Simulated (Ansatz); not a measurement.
# 1T-TiO2 bilayer (AA) in a perpendicular field, part 3 of 3

Wanted: the out-of-plane response of the 1T-TiO2 bilayer (AA). A positive field points along +c.

Ansatz 0.2.0; plane-wave DFT, LDA, Ansatz PAW.

So far. Step 7 (Atoms held, field -0.2 V/Å): The dipole is -0.0494 e·Å, and the gap 2.482 eV. Step 8 (Single point, field 0.35 V/Å): The dipole is 0.0865 e·Å, and the gap 2.265 eV.

## 9. Response, atoms held (continued)

The smaller of the gaps on the path and on the k-mesh, counted as 0 under 0.03 eV. The gap by applied field:

```
applied field (V/Å)  gap (eV)
             -0.200      2.48
             -0.100      2.61
              0.000      2.70
              0.100      2.61
              0.200      2.48
              0.350      2.27
```

By hand: between -0.1 and 0.1 V/Å the dipole changes by 0.04940 e·Å, a slope of 0.2470 e·Å²/V. A perfect conductor of thickness t has p = ε₀AEt, so t = 180.95 × 0.2470 / 7.459 = 5.99 Å (e/ε₀ = 180.95 V·Å, A in Å²).

The induced dipole is that of a conductor 5.99 Å thick.

## 10. A changed input: scf.n_extra_bands = 8

This step: plane-wave DFT, LDA, Ansatz PAW (Ansatz 0.2.0).

A run with a changed input: it repeats the earlier run at 0.1 V/Å with scf.n_extra_bands to 8.

input.yaml reads:

```yaml
crystal:
  lattice:
    - [2.9348413687, 0.0, 0.0]
    - [-1.4674206844, 2.5416471814, 0.0]
    - [0.0, 0.0, 24.4008506911]
  atoms:
    - { symbol: O, position: [0.6666666667, 0.3333333333, 0.3688395996] }
    - { symbol: Ti, position: [0.0, 0.0, 0.4078037368] }
    - { symbol: O, position: [0.3333333333, 0.6666666667, 0.4468216628] }
    - { symbol: O, position: [0.6666666667, 0.3333333333, 0.5531783372] }
    - { symbol: Ti, position: [0.0, 0.0, 0.5921962632] }
    - { symbol: O, position: [0.3333333333, 0.6666666667, 0.6311604004] }
kpoints:
  mp_grid: { grid: [18, 18, 1] }
  band_path:
    path: [[0, 0, 0], [0.5, 0, 0], [0.33333333, 0.33333333, 0], [0, 0, 0]]
    npoints: 16
hamiltonian:
  xc: lda
scf:
  occupations: { method: fermi_dirac, width: 0.02585 }
  convergence: { dr2_threshold: 1.0e-10 }
  n_extra_bands: 8
efield:
  axis: 3
  dipole_correction: true
  ramp_position: 0.9328
  ramp_width: 0.1344
  amplitude: 0.1
output:
  write_potential: true
  write_density: true
  volumetric_format: npy
```

Launch:

```console
ansatz run input.yaml --threads 2 --pin off --max-ram 3072MiB --backend cpu --events-out ev --progress --plain --runs-dir out
```

Numbers of over 12 decimals in the logs are rounded to 6 here.

Log:

```text
[...]
Crystal: 6 atoms, lattice volume = 182.014 Å³
Basis set: ecut = 420 eV, 3489 PW (Γ)
Bands: 32, of which v1, the nominal top of the filled ones, is band 24 counted from 1 (23 counted from 0)
Symmetry: 6 space group operations
k-points: 37 of 324 (time reversal used)
[...]
SCF iter   1: F=—  HF=-7137.623652 eV  |F-HF|=—  |Δ(HF+E_count)|=         —  Δρ=1.29e-1  dr2=3.19e1  ethr=3.10e-3  p=0.035 e·Å  D=3.46e-2 V/Å  ΔV_dip=-0.85 eV  dr2_dipole=4.87e-4  V_vac-E_F(+/−)=10.49/9.29 eV  ⟨swp⟩=8.4  Hψ=5845  notcnv=0
[...]
SCF iter  18: F=-7129.372666 eV  HF=-7129.372666 eV  |F-HF|=2.27e-11  |Δ(HF+E_count)|=  2.09e-11  Δρ=1.17e-7  dr2=2.00e-11  ethr=1.00e-12  p=0.025 e·Å  D=2.46e-2 V/Å  ΔV_dip=-0.60 eV  dr2_dipole=2.85e-12  V_vac-E_F(+/−)=7.86/6.42 eV  ⟨swp⟩=12.3  Hψ=4304  notcnv=0
SCF 1 converged in 18 iterations: F = -7129.372666 eV  dr2 = 2.00e-11
[...]
SCF converged after 18 iterations
Free energy (F): -7129.372666 eV
[...]
Internal energy: -7129.372666 eV  (E = F + TS)
E sigma→0 (E₀):  -7129.372666 eV
Fermi energy:    -1.486214 eV
Dipole field:    D = 0.024555 V/Å  (p = 0.024699 e·Å, saw-weighted, corrected)
Work function:   not extracted (applied field tilts the vacuum); planar V_es + V_field profile in the machine report
[...]
--- Band table (eV; the first three rows and the last of 37) ---
  k-point 0: bands = [... 20 lower, -3.1681, -3.1681, -3.0132, -3.0132, -0.2064, -0.2064, -0.0557, -0.0557, ... 4 higher]
  k-point 1: bands = [... 20 lower, -3.2486, -3.2360, -3.1438, -3.0926, -0.1524, -0.1191, -0.0010, 0.0316, ... 4 higher]
  k-point 2: bands = [... 20 lower, -3.5597, -3.4527, -3.2944, -3.0515, -0.0346, 0.1028, 0.1199, 0.2535, ... 4 higher]
  k-point 36: bands = [... 20 lower, -4.3589, -4.3326, -4.1567, -3.9022, 0.0058, 0.1869, 1.1906, 1.1984, ... 4 higher]
```

Wall time 30 s (2 threads of Arm Neoverse V1, shared host); peak memory 0.5 GiB.

Numbers from this step:

- gap on the k-mesh: 2.615 eV
- dipole along the normal: 0.02470 e·Å
- gap along the path: 2.613 eV
- smallest direct gap along the path: 2.807 eV
- gap, the smaller of path and mesh: 2.613 eV

The electronic bands at the labelled points (eV, zero at the Fermi level of the run, which the smearing sets inside the gap):

```
  point  band 21  band 22  band 23  band 24  band 25  band 26  band 27  band 28
      Γ    -1.68    -1.68    -1.53    -1.53     1.28     1.28     1.43     1.43
halfway    -2.56    -2.40    -1.61    -1.38     1.69     1.85     2.22     2.37
      M    -2.73    -2.56    -2.36    -1.92     1.54     1.69     2.43     2.53
halfway    -3.12    -2.91    -2.35    -2.10     1.61     1.77     2.51     2.59
      K    -2.87    -2.85    -2.67    -2.42     1.49     1.67     2.68     2.68
halfway    -3.09    -2.94    -1.55    -1.39     2.04     2.17     2.19     2.34
      Γ    -1.68    -1.68    -1.53    -1.53     1.28     1.28     1.43     1.43
```

```csv
quantity,this run,earlier run,difference
dipole along the normal (e·Å),0.02470,0.02470,-1.5e-6
gap along the path (eV),2.613,2.613,4.0e-6
smallest direct gap along the path (eV),2.807,2.807,4.0e-6
gap on the k-mesh (eV),2.615,2.615,3.3e-6
```

Nothing in the table moves by 0.01 in its unit (for the dipole 0.5 % and 5e-5 e·Å).

## 11. Varying the input

An input spoilt on purpose, to show how the run answers: it repeats the earlier run at 0.1 V/Å with kpoints.mp_grid.grid from [18, 18, 1] to [0, 18, 1], and scf.max_iter set to 75.

Edit input.yaml of step 10 so:

```diff
@@ -13,3 +13,3 @@
 kpoints:
-  mp_grid: { grid: [18, 18, 1] }
+  mp_grid: { grid: [0, 18, 1] }
   band_path:
@@ -22,3 +22,3 @@
   convergence: { dr2_threshold: 1.0e-10 }
-  n_extra_bands: 8
+  max_iter: 75
 efield:
```

Log:

```text
Error: invalid value for `kpoints.mp_grid.grid`: each dimension must be in 1..=255
```

The job ended after 0.09 s (2 threads; peak memory 0.08 GiB).

The program refused the input before any cycle.

The program's message: “Error: invalid value for `kpoints.mp_grid.grid`: each dimension must be in 1..=255”

The fault put into the input: a zero in the mesh.

## 12. Summary of results

```json
{
  "gap without field": "2.70 eV",
  "ionisation energy, upper face": "8.53 eV",
  "electron affinity, upper face": "5.83 eV",
  "equivalent conductor thickness, atoms held": "5.99 Å"
}
```

In words: The induced dipole equals that of a perfect conductor 5.99 Å thick, while the outer atoms lie 6.40 Å apart; an out-of-plane ε follows only once a thickness t is chosen, by 1 − 1/ε = 5.99 Å / t. The gap goes from 2.70 eV to 2.27 eV at 0.35 V/Å. In a field the lowest empty level of a wide-gap layer can be a state in the vacuum, whose place depends on the cell. With the field reversed the gap is 2.48 eV at -0.2 V/Å. Semilocal functionals give gaps that are too small, and excitons are not included.

[Logs are printed without paths, hosts, clocks, repeated set-up lines and the standing remarks that a program may print on its own settings, such as how far it seeks lower states.]

[Hosts, paths, dates, database ids (printed as entryN), source tags and the programs' standing remarks are cut or masked in the printed files.]

[Maps of the electrostatic potential energy from Ansatz leave out the sawtooth potential of an applied field or a dipole correction, so their vacuum need not be flat; planar profiles and work functions include it.]
